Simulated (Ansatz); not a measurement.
## Ge chain started as a dimerised line: one chain at several levels of theory

How many channels does the Ge chain started as a dimerised line carry, and how sure is the answer?

Main program and level: Ansatz 0.2.0; DFT PBE, plane waves, PAW; relaxation of a chain's period, in the first sound run; inputs show where later runs differ.

Most raw output is cut from this account.

## (1) Set-up

The cell holds 2 atoms: 2 Ge. Its edges and angles: a = 7.500 Å, b = 7.500 Å, c = 4.560 Å, α = 90.0°, β = 90.0°, γ = 90.0°. Vacuum lies along a and b. The structure's axis is c.

## (2) Relaxation of atoms and period, level PBE, cutoff 420 eV

Band widths follow the bond lengths, so the chain is relaxed first. The atoms and the third cell vector are free; the box across stays fixed as vacuum. Moments are seeded so that a magnetic state can form if it lies lower. A Fermi-Dirac smearing is set since the result may be a metal. The pressure printed is a third of the stress's trace over the whole box, vacuum included; only the stress along the axis is relaxed.

File input.yaml:

```yaml
crystal:
  lattice:
    - [7.5, 0.0, 0.0]
    - [0.0, 7.5, 0.0]
    - [0.0, 0.0, 4.56]
  atoms:
    - { symbol: Ge, position: [0.5, 0.5, 0.0], spin: 0.3 }
    - { symbol: Ge, position: [0.5, 0.5, 0.45], spin: 0.3 }
magnetization:
  spin_polarized: true
kpoints:
  mp_grid: { grid: [1, 1, 18] }
scf:
  occupations: { method: fermi_dirac, width: 0.05 }
hamiltonian:
  xc: pbe
relax:
  cell: { fix: [a, b, alpha, beta, gamma] }
  max_steps: 60
```

On the command line:

```console
$ ansatz run input.yaml --threads 4 --pin off --max-ram 8192MiB --backend cpu --events-out ev --progress --plain --runs-dir out
```

The job ended after 11 s (4 threads of Arm Neoverse V2, shared host; peak memory 0.54 GiB).

The steps of the relaxation:

```
step  energy less that of the first step (eV)  largest force component (eV/Å)  pressure (GPa)  volume (Å³)
   1                                   0.0000                          4.7772            1.76       256.50
   2                                  -0.5494                          0.7187            0.37       262.95
   3                                  -0.5692                          0.2775            0.22       264.13
   4                                  -0.5731                          0.0087            0.08       265.62
   5                                  -0.5733                          0.0003            0.11       265.18
  6*                                  -0.5735                          0.0002            0.12       265.18
```

Relaxation steps marked * repeat the geometry before them on a plane-wave basis chosen anew for their cell, so energy and pressure can jump there.

Forces are held to the 16 operations that the run works with; a distortion that breaks them can't arise in this run.

```
cell as run  before  after  change
      c (Å)   4.560  4.714  +3.4 %
```

The atoms that moved most (Å, along periodic axes as changes of fractional coordinates times the final cell, across vacuum about the mean position):

```
atom     dx     dy      dz  length
 Ge1  0.000  0.000  -0.118   0.118
 Ge2  0.000  0.000   0.118   0.118
```

The relaxed structure:

```
Ge
1.0
     7.50000    0.00000    0.00000
     0.00000    7.50000    0.00000
     0.00000    0.00000    4.71429
Ge
2
Direct
  0.50000 0.50000 0.97500
  0.50000 0.50000 0.47500
```

This step gave:

| Item | Value |
| --- | --- |
| energy at zero smearing | -8586.8665 eV |
| cell length along the wire | 4.714 Å |

The cell's length comes to 4.714 Å with no moment. The two atoms stand evenly on a line, so the true period is half of it.

## (3) The perfect wire, level PBE, cutoff 420 eV

This step: DFT PBE, plane waves, PAW; channels and complex bands of a perfect chain (Ansatz 0.2.0).

At the relaxed period the Bloch states of the perfect chain are found at each energy: those that move forward count the open channels, and those that decay describe how a disturbance dies away inside the wire itself. An energy step of 0.035 eV is under the 0.039 eV that the program asks for its thermal average at 300 K.

File input.yaml:

```yaml
crystal:
  lattice:
    - [7.5, 0.0, 0.0]
    - [0.0, 7.5, 0.0]
    - [0.0, 0.0, 4.7142850321]
  atoms:
    - { symbol: Ge, position: [0.5, 0.5, 0.975002319] }
    - { symbol: Ge, position: [0.5, 0.5, 0.474997681] }
kpoints:
  mp_grid: { grid: [1, 1, 17] }
  band_path: { path: ["Γ", Z], npoints: 60 }
scf:
  occupations: { method: fermi_dirac, width: 0.05 }
hamiltonian:
  xc: pbe
output:
  transmission:
    e_range: [-2, 2]
    de: 0.035
    kmesh: [1, 1]
    reduced_basis: true
    leads: [[0, 0]]
  dos: { projected: true, e_range: [-6, 4] }
  write_potential: true
  write_density: true
  volumetric_format: npy
  elf: true
```

Wall time 12 s (4 threads); peak memory 0.51 GiB; 41 s of CPU time.

Numbers from this step:

```
energy at zero smearing                                  : -8586.8715 eV
channels at the energy nearest the Fermi level, one spin : 3
conductance of the lead as this run defines it           : 3.000 G₀
band gap                                                 : 0 eV
```

Table of open channels of the lead, one spin by energy, zero at the Fermi level:

```
energy (eV)  open channels of the lead, one spin
      -2.00                                    1
      -1.90                                    1
      -1.79                                    1
      -1.69                                    1
      -1.58                                    1
      -1.48                                    1
      -1.37                                    1
      -1.23                                    1
      -1.12                                    3
      -1.02                                    3
      -0.92                                    3
      -0.81                                    3
      -0.70                                    3
      -0.60                                    3
      -0.49                                    3
      -0.39                                    3
      -0.28                                    3
      -0.18                                    3
      -0.07                                    3
      -0.01                                    3
       0.07                                    3
       0.17                                    3
       0.28                                    3
       0.38                                    3
       0.48                                    3
       0.59                                    3
       0.69                                    3
       0.80                                    3
       0.91                                    3
       1.01                                    3
       1.11                                    3
       1.22                                    3
       1.36                                    3
       1.47                                    3
       1.57                                    3
       1.68                                    3
       1.78                                    3
       1.89                                    3
       1.99                                    3
```

The slowest values at each energy, most degenerate partners merged, listed up to 1.5 1/Å. Table of Im kz of the slowest decaying states by energy, zero at the Fermi level:

```
energy (eV)  decay 1 (Å⁻¹)  decay 2 (Å⁻¹)  decay 3 (Å⁻¹)  decay 4 (Å⁻¹)
     -2.000          0.465           1.20           1.36           1.49
     -1.790          0.406           1.18           1.34           1.47
     -1.615          0.348           1.16           1.32           1.45
     -1.405          0.263           1.13           1.30           1.43
     -1.195          0.129           1.11           1.28           1.41
     -0.985           1.08           1.26           1.39           1.41
     -0.810           1.06           1.24           1.38           1.39
     -0.600           1.03           1.21           1.36           1.37
     -0.390           1.01           1.19           1.34           1.35
     -0.215          0.982           1.17           1.32           1.34
     -0.005          0.953           1.15           1.30           1.32
      0.205          0.923           1.12           1.27           1.30
      0.415          0.892           1.10           1.25           1.27
      0.590          0.866           1.08           1.23           1.26
      0.800          0.833           1.05           1.21           1.24
      1.010          0.798           1.02           1.19           1.21
      1.185          0.769           1.00           1.17           1.19
      1.395          0.731          0.973           1.14           1.17
      1.605          0.692          0.944           1.12           1.15
      1.815          0.650          0.914           1.09           1.13
```

The electronic bands at the labelled points (eV, zero at the Fermi level):

```
  point  band 12  band 13  band 14  band 15  band 16  band 17  band 18
      Γ    -3.23    -3.07    -1.13    -1.13     3.39     4.26     4.26
halfway    -6.16    -0.69    -0.69     0.73     2.60     2.60     3.81
      Z    -8.27     0.60     0.60     0.60     0.60     4.83     4.83
```

ELF in the ca plane at fractional y = 0.500, with atoms of Ge within 0.2 Å of it. It is the smooth field of the valence electrons, not physical close to the nuclei.

Values, 22 rows by 14 columns, each cell a mean:
```
0.00 0.00 0.00 0.00 0.00 0.00 0.00 0.00 0.00 0.00 0.00 0.00 0.00 0.00
0.02 0.01 0.01 0.01 0.01 0.01 0.02 0.02 0.01 0.01 0.01 0.01 0.01 0.02
0.07 0.06 0.04 0.04 0.05 0.06 0.07 0.07 0.06 0.04 0.04 0.05 0.06 0.07
0.17 0.14 0.11 0.09 0.11 0.14 0.17 0.17 0.14 0.11 0.09 0.11 0.14 0.17
0.32 0.27 0.20 0.18 0.21 0.27 0.33 0.32 0.27 0.20 0.18 0.21 0.27 0.33
0.50 0.42 0.32 0.27 0.33 0.43 0.50 0.50 0.42 0.32 0.27 0.33 0.43 0.50
0.61 0.55 0.45 0.39 0.46 0.56 0.62 0.61 0.55 0.45 0.39 0.46 0.56 0.62
0.53 0.55 0.54 0.49 0.54 0.55 0.53 0.53 0.55 0.54 0.49 0.54 0.55 0.53
0.38 0.44 0.51 0.55 0.50 0.43 0.37 0.38 0.44 0.51 0.55 0.50 0.43 0.37
0.13 0.31 0.46 0.55 0.45 0.29 0.12 0.13 0.31 0.46 0.55 0.45 0.29 0.12
0.04 0.19 0.44 0.53 0.42 0.16 0.07 0.04 0.19 0.44 0.53 0.42 0.16 0.07
0.05 0.25 0.45 0.54 0.43 0.22 0.05 0.05 0.25 0.45 0.54 0.43 0.22 0.05
0.28 0.40 0.49 0.55 0.48 0.38 0.28 0.28 0.40 0.49 0.55 0.48 0.38 0.28
0.47 0.50 0.54 0.52 0.53 0.50 0.46 0.47 0.50 0.54 0.52 0.53 0.50 0.46
0.61 0.58 0.50 0.44 0.51 0.59 0.61 0.61 0.58 0.50 0.44 0.51 0.59 0.61
0.56 0.48 0.37 0.32 0.39 0.49 0.56 0.56 0.48 0.37 0.32 0.39 0.49 0.56
0.40 0.33 0.25 0.21 0.26 0.34 0.40 0.40 0.33 0.25 0.21 0.26 0.34 0.40
0.23 0.19 0.15 0.13 0.15 0.20 0.23 0.23 0.19 0.15 0.13 0.15 0.20 0.23
0.10 0.08 0.07 0.06 0.07 0.09 0.10 0.10 0.08 0.07 0.06 0.07 0.09 0.10
0.03 0.03 0.02 0.02 0.02 0.03 0.03 0.03 0.03 0.02 0.02 0.02 0.03 0.03
0.00 0.00 0.00 0.00 0.00 0.00 0.00 0.00 0.00 0.00 0.00 0.00 0.00 0.00
0.00 0.00 0.00 0.00 0.00 0.00 0.00 0.00 0.00 0.00 0.00 0.00 0.00 0.00
```
Columns run along c (4.7 Å), rows up along a (7.5 Å). Atoms in or near the plane, at fractional coordinates: Ge at (0.98, 0.50), Ge at (0.48, 0.50).

Valence density in the ca plane at fractional y = 0.500, with atoms of Ge within 0.2 Å of it. It is the smooth field of the valence electrons, not physical close to the nuclei.

Ten steps, logarithmic in the rise over the least value, from '_' (0 e/Å³) to '@' (34 e/Å³), each cell a mean:
```
____________________________
____________________________
____________________________
____________________________
____________________________
____________________________
____________________________
....______........______....
::::......::--::::......::--
**==::..::==##**==::..::==##
@@++::..::**@@@@++::..::**@@
%%++::..::++%%%%++::..::++%%
==::......::====::......::==
......__............__......
____________________________
____________________________
____________________________
____________________________
____________________________
____________________________
____________________________
____________________________
```
Columns run along c (4.7 Å), rows up along a (7.5 Å). Atoms in or near the plane, at fractional coordinates: Ge at (0.98, 0.50), Ge at (0.48, 0.50).

Electrostatic potential energy in the ca plane at fractional y = 0.500, with atoms of Ge within 0.2 Å of it. With pseudopotentials it is smooth inside the atoms' cores, unlike the true potential.

Ten even steps from '0' (-41 eV) to '9' (2 eV), each cell a mean:
```
99999999999999
99999999999999
99999999999999
99999999999999
99999999999999
99999999999999
99999999999999
78999877899987
35787533578753
02675200267520
01474000147400
01574100157410
24786322478632
67898766789876
89999988999998
99999999999999
99999999999999
99999999999999
99999999999999
99999999999999
99999999999999
99999999999999
```
Columns run along c (4.7 Å; values clipped at the 3rd and 97th percentile), rows up along a (7.5 Å). Atoms in or near the plane, at fractional coordinates: Ge at (0.98, 0.50), Ge at (0.48, 0.50).

By hand: the program gives 4.1323 × 10^14 S/m² over the cell's cross-section of 56.25 Å² = 5.625 × 10^-19 m², so one cell conducts 2.324 × 10^-4 S. Divided by G0 = 2e²/h = 7.748 × 10^-5 S this is 3.00 G0, a resistance of 4.30 kΩ.

At the computed energy nearest the Fermi level there are 3 channels a spin, and the thermal average gives 3.00 G₀.

## (4) The relaxed wire

This step: DFT LDA, plane waves, PAW; relaxation of a chain's period (Ansatz 0.2.0).

The relaxation is repeated under another functional. LDA has no gradient terms and tends to overbind, so it marks the short end of the likely bond lengths.

File input.yaml:

```yaml
crystal:
  lattice:
    - [7.5, 0.0, 0.0]
    - [0.0, 7.5, 0.0]
    - [0.0, 0.0, 4.56]
  atoms:
    - { symbol: Ge, position: [0.5, 0.5, 0.0], spin: 0.3 }
    - { symbol: Ge, position: [0.5, 0.5, 0.45], spin: 0.3 }
magnetization:
  spin_polarized: true
kpoints:
  mp_grid: { grid: [1, 1, 18] }
scf:
  occupations: { method: fermi_dirac, width: 0.05 }
hamiltonian:
  xc: lda
relax:
  cell: { fix: [a, b, alpha, beta, gamma] }
  max_steps: 60
```

Wall time 8.8 s (4 threads); peak memory 0.49 GiB.

Step by step:

```
step  energy less that of the first step (eV)  largest force component (eV/Å)  pressure (GPa)  volume (Å³)
   1                                   0.0000                          4.4412            1.33       256.50
   2                                  -0.4537                          0.7709            0.23       259.55
   3                                  -0.4731                          0.2124            0.20       259.31
   4                                  -0.4753                          0.0005            0.08       260.49
   5                                  -0.4754                          0.0000            0.11       260.18
  6*                                  -0.4755                          0.0000            0.11       260.18
```

Relaxation steps marked * repeat the geometry before them on a plane-wave basis chosen anew for their cell, so energy and pressure can jump there.

Forces are held to the 16 operations that the run works with; a distortion that breaks them can't arise in this run.

```
cell as run  before  after  change
      c (Å)   4.560  4.625  +1.4 %
```

The atoms that moved most (Å, along periodic axes as changes of fractional coordinates times the final cell, across vacuum about the mean position):

```
atom     dx     dy      dz  length
 Ge1  0.000  0.000  -0.116   0.116
 Ge2  0.000  0.000   0.116   0.116
```

The relaxed structure:

```cif
data_structure
_symmetry_space_group_name_H-M 'P 1'
_symmetry_Int_Tables_number 1
_cell_length_a 7.5000
_cell_length_b 7.5000
_cell_length_c 4.6254
_cell_angle_alpha 90.000
_cell_angle_beta 90.000
_cell_angle_gamma 90.000
_cell_volume 260.18
loop_
_atom_site_label
_atom_site_type_symbol
_atom_site_fract_x
_atom_site_fract_y
_atom_site_fract_z
_atom_site_occupancy
Ge1 Ge 0.50000 0.50000 0.97500 1
Ge2 Ge 0.50000 0.50000 0.47500 1
```

The cell's length comes to 4.625 Å, -1.9 % against the first run, with no moment. The two atoms stand evenly on a line, so the true period is half of it.

## (5) The wire at its relaxed period, level LDA, cutoff 420 eV

This step: DFT LDA, plane waves, PAW; channels and complex bands of a perfect chain (Ansatz 0.2.0).

The channels are counted again under LDA, at the period that it gave.

File input.yaml:

```yaml
crystal:
  lattice:
    - [7.5, 0.0, 0.0]
    - [0.0, 7.5, 0.0]
    - [0.0, 0.0, 4.6254101836]
  atoms:
    - { symbol: Ge, position: [0.5, 0.5, 0.974999811] }
    - { symbol: Ge, position: [0.5, 0.5, 0.475000189] }
kpoints:
  mp_grid: { grid: [1, 1, 18] }
  band_path: { path: ["Γ", Z], npoints: 60 }
scf:
  occupations: { method: fermi_dirac, width: 0.05 }
hamiltonian:
  xc: lda
output:
  transmission:
    e_range: [-2, 2]
    de: 0.035
    kmesh: [1, 1]
    reduced_basis: true
    leads: [[0, 0]]
  dos: { projected: true, e_range: [-6, 4] }
```

The job ended after 12 s (4 threads; peak memory 0.5 GiB).

At the computed energy nearest the Fermi level there are 3 channels a spin, and the thermal average gives 3.00 G₀.

## (6) Relaxing the period

This step: DFT PBEsol, plane waves, PAW; relaxation of a chain's period (Ansatz 0.2.0).

The relaxation is repeated under another functional. PBEsol weakens PBE's gradient terms and usually lands between LDA and PBE.

File input.yaml:

```yaml
crystal:
  lattice:
    - [7.5, 0.0, 0.0]
    - [0.0, 7.5, 0.0]
    - [0.0, 0.0, 4.56]
  atoms:
    - { symbol: Ge, position: [0.5, 0.5, 0.0], spin: 0.3 }
    - { symbol: Ge, position: [0.5, 0.5, 0.45], spin: 0.3 }
magnetization:
  spin_polarized: true
kpoints:
  mp_grid: { grid: [1, 1, 18] }
scf:
  occupations: { method: fermi_dirac, width: 0.05 }
hamiltonian:
  xc: pbesol
relax:
  cell: { fix: [a, b, alpha, beta, gamma] }
  max_steps: 60
```

Wall time 10 s (4 threads); peak memory 0.54 GiB; 38 s of CPU time.

Step by step:

```
step  energy less that of the first step (eV)  largest force component (eV/Å)  pressure (GPa)  volume (Å³)
   1                                   0.0000                          4.6053            1.49       256.50
   2                                  -0.4950                          0.7419            0.32       260.77
   3                                  -0.5143                          0.2460            0.21       261.50
   4                                  -0.5170                          0.0072            0.05       263.01
   5                                  -0.5173                          0.0000            0.11       262.44
  6*                                  -0.5175                          0.0001            0.11       262.44
```

Relaxation steps marked * repeat the geometry before them on a plane-wave basis chosen anew for their cell, so energy and pressure can jump there.

The run keeps the 16 symmetry operations that it works with, so distortions that break them were not tested.

```
cell as run  before  after  change
      c (Å)   4.560  4.666  +2.3 %
```

The atoms that moved most (Å, along periodic axes as changes of fractional coordinates times the final cell, across vacuum about the mean position):

```
atom     dx     dy      dz  length
 Ge1  0.000  0.000  -0.117   0.117
 Ge2  0.000  0.000   0.117   0.117
```

The relaxed structure:

```xyz
2
Lattice="7.5000 0.0000 0.0000 0.0000 7.5000 0.0000 0.0000 0.0000 4.6656" Properties=species:S:1:pos:R:3
Ge    3.7500    3.7500   -0.1166
Ge    3.7500    3.7500    2.2161
```

The cell's length comes to 4.666 Å, -1.0 % against the first run, with no moment. The two atoms stand evenly on a line, so the true period is half of it.

## (7) Bands of the perfect wire, level PBEsol, cutoff 420 eV

This step: DFT PBEsol, plane waves, PAW; channels and complex bands of a perfect chain (Ansatz 0.2.0).

The channels are counted again under PBEsol, at the period that it gave.

File input.yaml:

```yaml
crystal:
  lattice:
    - [7.5, 0.0, 0.0]
    - [0.0, 7.5, 0.0]
    - [0.0, 0.0, 4.665563096]
  atoms:
    - { symbol: Ge, position: [0.5, 0.5, 0.97499945] }
    - { symbol: Ge, position: [0.5, 0.5, 0.47500055] }
kpoints:
  mp_grid: { grid: [1, 1, 18] }
  band_path: { path: ["Γ", Z], npoints: 60 }
scf:
  occupations: { method: fermi_dirac, width: 0.05 }
hamiltonian:
  xc: pbesol
output:
  transmission:
    e_range: [-2, 2]
    de: 0.035
    kmesh: [1, 1]
    reduced_basis: true
    leads: [[0, 0]]
  dos: { projected: true, e_range: [-6, 4] }
```

The job ended after 11 s (4 threads; peak memory 0.51 GiB; 40 s of CPU time).

At the computed energy nearest the Fermi level there are 3 channels a spin, and the thermal average gives 3.00 G₀.

(Part 1 of 2 ends here.)

[Logs are printed without paths, hosts, clocks, repeated set-up lines and the standing remarks that a program may print on its own settings, such as how far it seeks lower states.]

[Hosts, paths, dates, database ids (printed as entryN), source tags and the programs' standing remarks are cut or masked in the printed files.]
